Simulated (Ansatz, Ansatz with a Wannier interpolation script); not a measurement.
# G0W0 band structure of ThTi2O6 (C2/m)

G0W0 gives levels on a mesh alone; what do the bands of ThTi2O6 (C2/m) look like between the points?

Method: LDA, Wannier functions and G0W0, plane waves, PAW, in Ansatz 0.2.0.

Most raw output is cut from this account.

## Step 1: Set-up

It takes space group C2/m (No. 12, monoclinic). Conventional cell: a = 9.822 Å, b = 3.824 Å, c = 7.036 Å, α = 90.00°, β = 118.84°, γ = 90.00°. Th has 8 O at 2.32 to 2.84 Å nearest. Ti has 6 O at 1.85 to 2.07 Å nearest. Nearest to O lie 3 Ti at 1.97 to 2.07 Å and 1 Th at 2.84 Å. Nearest to O lie 2 Ti at 1.85 to 2.06 Å and 1 Th at 2.32 Å. Nearest to O lie 1 Ti at 1.87 Å and 2 Th at 2.33 Å. Farther neighbours and most contacts between anions are not listed.

Geometry: measured cell, ions relaxed with LDA. The runs that relaxed it are not among those shown. Spin-orbit coupling is left out unless a step names it.

## Step 2: LDA bands

Levels along a band path, at the cheap level, show where the edges lie and whether the meshes to come will hold them.

This step: DFT, LDA, plane waves, PAW; PAW set soft_1.

input.yaml reads:

```yaml
crystal:
  lattice:
    - [4.911, -1.912, 0.0]
    - [4.911, 1.912, 0.0]
    - [-3.3939224909, 0.0, 6.1633258981]
  atoms:
    - { symbol: Th, position: [0.0, 0.0, 0.0] }
    - { symbol: Ti, position: [0.8229617946, 0.8229617946, 0.3951004304] }
    - { symbol: Ti, position: [0.1770382054, 0.1770382054, 0.6048995696] }
    - { symbol: O, position: [0.2777663644, 0.2777663644, 0.4049395257] }
    - { symbol: O, position: [0.7222336356, 0.7222336356, 0.5950604743] }
    - { symbol: O, position: [0.9753566012, 0.9753566012, 0.3117359405] }
    - { symbol: O, position: [0.0246433988, 0.0246433988, 0.6882640595] }
    - { symbol: O, position: [0.6536963476, 0.6536963476, 0.1146411411] }
    - { symbol: O, position: [0.3463036524, 0.3463036524, 0.8853588589] }
kpoints:
  mp_grid: { grid: [4, 4, 2] }
  band_path:
    path:
      - [[0.0, 0.0, 0.0], [-0.29938526, 0.29938526, 0.0]]
      - [[-0.70061474, -0.29938526, 0.0], [-0.5, -0.5, 0.0], [0.0, 0.0, 0.0], [-0.5, -0.5, 0.5], [-0.73386902, -0.26613098, 0.5]]
      - [[-0.26613098, 0.26613098, 0.5], [0.0, 0.0, 0.5], [0.0, 0.0, 0.0]]
      - [[-0.5, 0.0, 0.5], [0.0, 0.0, 0.0], [-0.5, 0.0, 0.0]]
    npoints: 10
hamiltonian:
  xc: lda
  pseudopotentials: { kind: paw, azcp: { folder: soft_1 }, xc_functional: pbe }
scf:
  occupations: { method: fermi_dirac, width: 0.02 }
  n_extra_bands: 61
output:
  eigenvalues: true
  fatbands: true
  write_density: true
  write_potential: true
  elf: true
  volumetric_format: npy
```

Run with:

```console
ansatz run input.yaml --threads 4 --pin off --max-ram 18432MiB --backend cpu --events-out ev --progress --plain --runs-dir out
```

The job ended after 18 s (4 threads of Arm Neoverse V2, shared host; peak memory 0.87 GiB; 71 s of CPU time).

Numbers from this step:

```yaml
filled_bands: 36
gap: 2.976 eV
valence_top_at: k = (-0.300, 0.000, 0.000)
conduction_bottom_at: M_2
least_direct_gap: 3.207 eV
```

The gap is indirect, with the least direct gap 0.23 eV higher.

Electronic bands along the path, in eV, zero at the top of the highest nominally filled band:

```
     point  band 33  band 34  band 35  band 36  band 37  band 38  band 39  band 40
         Γ    -0.80    -0.64    -0.27    -0.03     3.19     3.30     3.72     3.96
   halfway    -0.92    -0.42    -0.19    -0.07     3.36     3.47     3.67     3.91
         C    -0.81    -0.67    -0.38    -0.15     3.49     3.52     3.71     3.99
jump to C2    -0.81    -0.67    -0.38    -0.15     3.49     3.52     3.71     3.99
   halfway    -0.64    -0.63    -0.22    -0.09     3.31     3.46     3.78     3.80
        Y2    -0.83    -0.62    -0.50    -0.16     3.24     3.33     3.77     3.90
   halfway    -0.71    -0.62    -0.35    -0.28     3.02     3.48     3.82     3.96
         Γ    -0.80    -0.64    -0.27    -0.03     3.19     3.30     3.72     3.96
   halfway    -0.83    -0.74    -0.49    -0.28     3.05     3.42     3.80     3.98
        M2    -1.20    -0.87    -0.40    -0.29     2.98     3.42     3.84     3.96
   halfway    -1.09    -1.02    -0.66    -0.24     3.33     3.43     3.81     3.83
         D    -0.91    -0.81    -0.52    -0.42     3.57     3.68     3.93     3.99
jump to D2    -0.91    -0.81    -0.52    -0.42     3.57     3.68     3.93     3.99
   halfway    -0.95    -0.60    -0.49    -0.29     3.50     3.52     3.73     3.85
         A    -0.83    -0.75    -0.67    -0.21     3.05     3.48     3.88     3.90
   halfway    -0.79    -0.68    -0.40    -0.26     3.10     3.41     3.78     3.94
         Γ    -0.80    -0.64    -0.27    -0.03     3.19     3.30     3.72     3.96
jump to L2    -1.05    -0.80    -0.36    -0.31     3.60     3.64     3.87     4.04
   halfway    -0.92    -0.46    -0.38    -0.18     3.38     3.47     3.72     3.83
         Γ    -0.80    -0.64    -0.27    -0.03     3.19     3.30     3.72     3.96
   halfway    -0.88    -0.46    -0.35    -0.01     3.41     3.46     3.63     3.82
        V2    -0.74    -0.54    -0.47    -0.18     3.46     3.48     3.85     4.14
```

Electrostatic potential energy in the ac plane of the conventional cell at fractional y = 0.000, with atoms of Th and Ti and O within 0.2 Å of it. With pseudopotentials it is smooth inside the atoms' cores, unlike the true potential.

Ten even steps from '_' (-45 eV) to '@' (15 eV), each cell a mean:
```
____--##@@@@@@@@@@**--==%%@@@@@@@@@@@@@@@@@@@@%%##::____
__--##%%@@@@@@@@**::..--%%@@@@@@@@@@@@@@@@@@@@%%**::____
==##%%@@@@@@@@%%--..::**@@@@@@@@@@@@@@@@@@@@@@%%##==::::
####%%@@@@@@@@##==--++@@@@@@@@@@@@@@@@@@@@@@@@%%%%##**##
++--==%%%%##########@@@@@@@@@@@@@@@@@@@@@@@@@@@@%%%%%%%%
::..--##**==--==##@@@@@@@@@@@@@@@@@@@@@@%%##%%@@@@@@@@++
..::++++::..::--##@@@@@@@@@@@@@@@@@@@@##==--**@@@@@@%%--
--++**--....::==%%@@@@@@@@@@@@@@@@@@##--..::**@@@@@@##==
%%%%++::....--**%%@@@@@@@@@@@@@@@@@@++::..==%%%%####%%##
@@%%++--::--**%%####@@@@@@@@@@@@@@@@**==++####====++##%%
%%%%##++**####==::--%%@@@@@@@@@@@@@@@@%%%%**--::::--##%%
++##%%%%%%%%==....==%%@@@@@@@@@@@@@@@@@@##--......==####
::++@@@@@@%%--..--##@@@@@@@@@@@@@@@@@@%%++::....::++++::
::**@@@@@@%%++++##@@@@@@@@@@@@@@@@@@@@%%++--::--++**::__
++%%@@@@@@@@@@@@@@@@@@@@@@@@@@@@@@@@@@%%**++++**%%**::::
%%%%##%%%%@@@@@@@@@@@@@@@@@@@@@@@@@@**++**%%%%@@@@##++**
**++++**%%@@@@@@@@@@@@@@@@@@@@@@@@++::::++@@@@@@@@@@%%##
..__..++##@@@@@@@@@@@@@@@@@@@@@@##::__::##@@@@@@@@%%##--
______==##@@@@@@@@@@@@@@@@@@@@@@++::::++@@@@@@@@%%##--__
____..**%%@@@@@@@@@@%%%%@@@@@@@@##**##@@@@@@@@@@%%==____
```
Columns run along a (9.8 Å; values clipped at the 3rd and 97th percentile), rows up along c (7.0 Å), edges of the conventional cell, whose origin can differ from the input's. Atoms in or near the plane, at fractional coordinates: Th at (0.00, 0.00), Ti at (0.82, 0.40), Ti at (0.18, 0.60), O at (0.28, 0.40), O at (0.72, 0.60), O at (0.98, 0.31), O at (0.02, 0.69), O at (0.65, 0.11), O at (0.35, 0.89).

ELF in the ac plane of the conventional cell at fractional y = 0.000, with atoms of Th and Ti and O within 0.2 Å of it. It is the smooth field of the valence electrons, not physical close to the nuclei.

Ten even steps from '_' (0.01) to '@' (0.84), each cell a mean:
```
..##%%==______==%%@@@@@@%%--..==##%%**==..____..**@@**__
####==..____::##@@##**@@%%::__::----::________::**@@%%**
**==--==::..--%%%%++##@@**::__________________..++@@@@%%
==##%%##--..--%%@@%%@@%%==..______________......::++++==
%%@@@@%%--..::==##%%##==..____________::==++++::....::++
##**%%**--++++--::--::..____________--**%%@@%%++....++@@
++####==##%%%%++..________________::**@@@@@@@@**::--%%%%
%%%%==**%%##%%++....::..________..++%%%%++##@@++..--%%@@
##==--##%%%%##--==****==..______--##@@##**%%##::..::++##
....--##%%**--**@@@@%%**::______==%%@@@@@@**--==++==..::
====::::::--##%%%%@@@@**..______--**%%%%++--**%%%%**..::
@@%%++....**@@**++@@%%==________..--==--::**%%##%%++==%%
%%@@**..--%%@@##%%@@**::____________..__--%%%%%%**==%%##
##%%==..==%%@@@@@@**::______________....--**%%**==##%%==
%%**::__::**####++::____________..--++++------::==@@%%##
++--::::..::----..____________..==##@@@@##==....**@@@@%%
++##%%**::____________________--##@@##%%@@**::..++**++==
%%@@@@%%--__________......__..++%%##++##@@++..__..::==##
--==@@%%==______..--++**==....**@@%%%%@@##--____..==%%**
__--@@%%::____..==##@@@@##::..++@@@@@@%%==..____--%%%%..
```
Columns run along a (9.8 Å), rows up along c (7.0 Å), edges of the conventional cell, whose origin can differ from the input's. Atoms in or near the plane, at fractional coordinates: Th at (0.00, 0.00), Ti at (0.82, 0.40), Ti at (0.18, 0.60), O at (0.28, 0.40), O at (0.72, 0.60), O at (0.98, 0.31), O at (0.02, 0.69), O at (0.65, 0.11), O at (0.35, 0.89).

## Step 3: Wannier functions (O:2p Th:5f Ti:3d) on 8×8×4

Localised functions give a small Hamiltonian that interpolates between mesh points at no cost.

This step: maximally localised Wannier functions, LDA, plane waves, PAW; PAW set soft_1.

input.yaml, the sections that differ from step 2:

```yaml
kpoints:
  mp_grid: { grid: [4, 4, 2] }
scf:
  occupations: { method: fixed }
  n_extra_bands: 61
output:
  wannier:
    kmesh: [8, 8, 4]
    projections:
      - { species: O, l: p, shell: 2 }
      - { species: Th, l: f, shell: 5 }
      - { species: Ti, l: d, shell: 3 }
    minimise: true
    write_hr: true
    seedname: w
    conv_tol: 1.0e-06
    max_iter: 20000
    stability_check: false
    disentanglement:
      window: [3.45, 16.81]
      frozen_window: [3.45, 13.81]
      conv_tol: 1.0e-08
# crystal, hamiltonian: as in step 2
```

Run time: 4.1 min. Hardware: 4 threads; peak memory 1.5 GiB; 15 min of CPU time.

This step gave:

```
gauge-invariant spread     : 36.89 Å²
diagonal spread            : 0.01382 Å²
off-diagonal spread        : 1.904 Å²
total spread               : 38.80 Å²
least projectability       : 0.5208
localisation steps         : 7531
disentanglement steps      : 90
r.m.s. interpolation error : 3.18e-4 eV
r.m.s. error near the gap  : 3.77e-4 eV
```

Near the gap the model misses directly solved bands by 0.4 meV r.m.s. and by 6 meV at most in the window tested. This tests the starting bands, not the corrections carried with them.

Wannier functions, by row:

```
function   x (Å)  y (Å)  z (Å)  spread (Å²)  nearest atom  distance (Å)
       1   1.313      0  2.425         0.97            O4         0.081
       2   1.365      0  2.488        0.774            O4         0.014
       3   1.344      0  2.497        0.817            O4          0.01
       4   5.115      0  3.738         0.97            O5         0.081
       5   5.063      0  3.675        0.774            O5         0.014
       6   5.084      0  3.666        0.817            O5          0.01
       7   8.629      0  1.765        1.236            O6          0.19
       8   8.555      0  1.861        1.026            O6         0.068
       9   8.559      0  1.874        0.879            O6          0.06
      10  -2.201      0  4.398        1.236            O7          0.19
      11  -2.126      0  4.302        1.026            O7         0.068
      12  -2.131      0  4.289        0.879            O7          0.06
      13   5.992      0  0.638        1.048            O8         0.079
      14   5.958      0  0.664        1.198            O8         0.085
      15   5.915      0  0.637        1.418            O8         0.135
      16   0.436      0  5.525        1.048            O9         0.079
      17    0.47      0  5.499        1.198            O9         0.085
      18   0.513      0  5.526        1.418            O9         0.135
      19       0      0      0         1.08           Th1             0
      20       0      0      0        1.139           Th1             0
      21       0      0      0        1.127           Th1             0
      22       0      0      0        1.161           Th1             0
      23       0      0      0        2.258           Th1             0
      24       0      0      0         1.61           Th1             0
      25       0      0      0        1.114           Th1             0
      26   6.713      0  2.437        1.049           Ti2          0.03
      27   6.796      0  2.438        1.472           Ti2         0.054
      28   6.744      0  2.447        0.811           Ti2         0.012
      29   6.703      0  2.411        1.043           Ti2         0.046
      30   6.801      0  2.411        0.916           Ti2         0.064
      31  -0.284      0  3.726        1.049           Ti3          0.03
      32  -0.368      0  3.725        1.472           Ti3         0.054
      33  -0.316      0  3.716        0.811           Ti3         0.012
      34  -0.275      0  3.752        1.043           Ti3         0.046
      35  -0.373      0  3.752        0.916           Ti3         0.064
```

Frozen up to 5.78 eV; above it the model need not follow the bands. The electronic bands at the labelled points (eV, zero at the valence-band top):

```
     point  band 33  band 34  band 35  band 36  band 37  band 38  band 39  band 40
         Γ    -0.80    -0.64    -0.27    -0.03     3.19     3.30     3.72     3.96
   halfway    -0.92    -0.42    -0.19    -0.07     3.36     3.48     3.67     3.91
         C    -0.81    -0.67    -0.38    -0.15     3.49     3.52     3.71     3.99
jump to C2    -0.81    -0.67    -0.38    -0.15     3.49     3.52     3.71     3.99
   halfway    -0.64    -0.63    -0.22    -0.09     3.31     3.46     3.78     3.80
        Y2    -0.83    -0.62    -0.50    -0.16     3.24     3.33     3.77     3.90
   halfway    -0.71    -0.62    -0.35    -0.28     3.02     3.48     3.82     3.96
         Γ    -0.80    -0.64    -0.27    -0.03     3.19     3.30     3.72     3.96
   halfway    -0.83    -0.74    -0.49    -0.28     3.05     3.42     3.80     3.98
        M2    -1.20    -0.87    -0.40    -0.29     2.98     3.42     3.84     3.96
   halfway    -1.09    -1.02    -0.66    -0.24     3.33     3.43     3.81     3.83
         D    -0.91    -0.81    -0.52    -0.42     3.57     3.68     3.93     3.99
jump to D2    -0.91    -0.81    -0.52    -0.42     3.57     3.68     3.93     3.99
   halfway    -0.95    -0.60    -0.49    -0.29     3.50     3.52     3.73     3.85
         A    -0.83    -0.75    -0.67    -0.21     3.05     3.48     3.88     3.90
   halfway    -0.79    -0.68    -0.40    -0.26     3.10     3.41     3.78     3.94
         Γ    -0.80    -0.64    -0.27    -0.03     3.19     3.30     3.72     3.96
jump to L2    -1.05    -0.80    -0.36    -0.31     3.60     3.64     3.87     4.04
   halfway    -0.92    -0.46    -0.38    -0.18     3.38     3.47     3.72     3.83
         Γ    -0.80    -0.64    -0.27    -0.03     3.19     3.30     3.72     3.96
   halfway    -0.88    -0.46    -0.35    -0.01     3.41     3.46     3.63     3.82
        V2    -0.74    -0.54    -0.47    -0.18     3.46     3.48     3.85     4.14
```

The same for Kohn-Sham, solved directly:

```
point  band 33  band 34  band 35  band 36  band 37  band 38  band 39  band 40
    Γ    -0.80    -0.64    -0.27    -0.03     3.19     3.30     3.72     3.96
    C    -0.81    -0.67    -0.38    -0.15     3.49     3.52     3.71     3.99
   C2    -0.81    -0.67    -0.38    -0.15     3.49     3.52     3.71     3.99
   Y2    -0.83    -0.62    -0.50    -0.16     3.24     3.33     3.77     3.90
    Γ    -0.80    -0.64    -0.27    -0.03     3.19     3.30     3.72     3.96
   M2    -1.20    -0.87    -0.40    -0.29     2.98     3.42     3.84     3.96
    D    -0.91    -0.81    -0.52    -0.42     3.57     3.68     3.93     3.99
   D2    -0.91    -0.81    -0.52    -0.42     3.57     3.68     3.93     3.99
    A    -0.83    -0.75    -0.67    -0.21     3.05     3.48     3.88     3.90
    Γ    -0.80    -0.64    -0.27    -0.03     3.19     3.30     3.72     3.96
   L2    -1.05    -0.80    -0.36    -0.31     3.60     3.64     3.87     4.04
    Γ    -0.80    -0.64    -0.27    -0.03     3.19     3.30     3.72     3.96
   V2    -0.74    -0.54    -0.47    -0.18     3.46     3.48     3.85     4.14
```

## Step 4: G0W0 at every point of the mesh: 4×4×2 mesh, 482 empty bands, screening to 150 eV, PAW set soft_1 files

G0W0 replaces the xc potential by the self-energy, built once from these orbitals. Only a window of levels is corrected, while the sums run over the empty bands that the input names.

This step: G0W0 on LDA, plane waves, PAW; PAW set soft_1.

input.yaml, the sections that differ from step 3:

```yaml
scf:
  occupations: { method: fixed }
gw:
  n_empty_bands: 482
  ecut_chi: 150.0
  qp_bands: [v18, c11]
  screening: { model: contour_deformation }
# crystal, kpoints, hamiltonian: as in step 3
# output: removed
```

Wall time 15 min (4 threads); peak memory 2.1 GiB.

Numbers from this step:

```
bands summed                                 : 518
RPA ε∞ on this mesh (eigenvalues)            : 5.110, 5.583, 5.583
plane waves in the screening matrix          : 483
q-points in the mesh                         : 32
G0W0 gap on the mesh                         : 4.827 eV
k of the valence top                         : 0, 0.25, 0
k of the conduction bottom                   : -0.5, -0.5, -0.5
starting gap on the mesh                     : 2.982 eV
Z at the valence top                         : 0.7373
Z at the conduction bottom                   : 0.7285
least direct G0W0 gap on the computed points : 5.052 eV
```

The gap on the mesh goes from 2.98 eV to 4.83 eV, a correction of +1.85 eV. Between the two edge states, bare exchange in place of the xc potential would open the gap by 13.06 eV, and correlation takes back 11.21 eV.

[end of part 1 of 2]

[Paths, hosts, dates, memory and timing lines, banners, echoed tables and standing remarks are left out of the program output.]

[Logs are printed without paths, hosts, clocks, repeated set-up lines and the standing remarks that a program may print on its own settings, such as how far it seeks lower states.]

[Runs of the session that timed out or met a known fault of the program may be left out.]

[Hosts, paths, dates, database ids (printed as entryN), source tags and the programs' standing remarks are cut or masked in the printed files.]
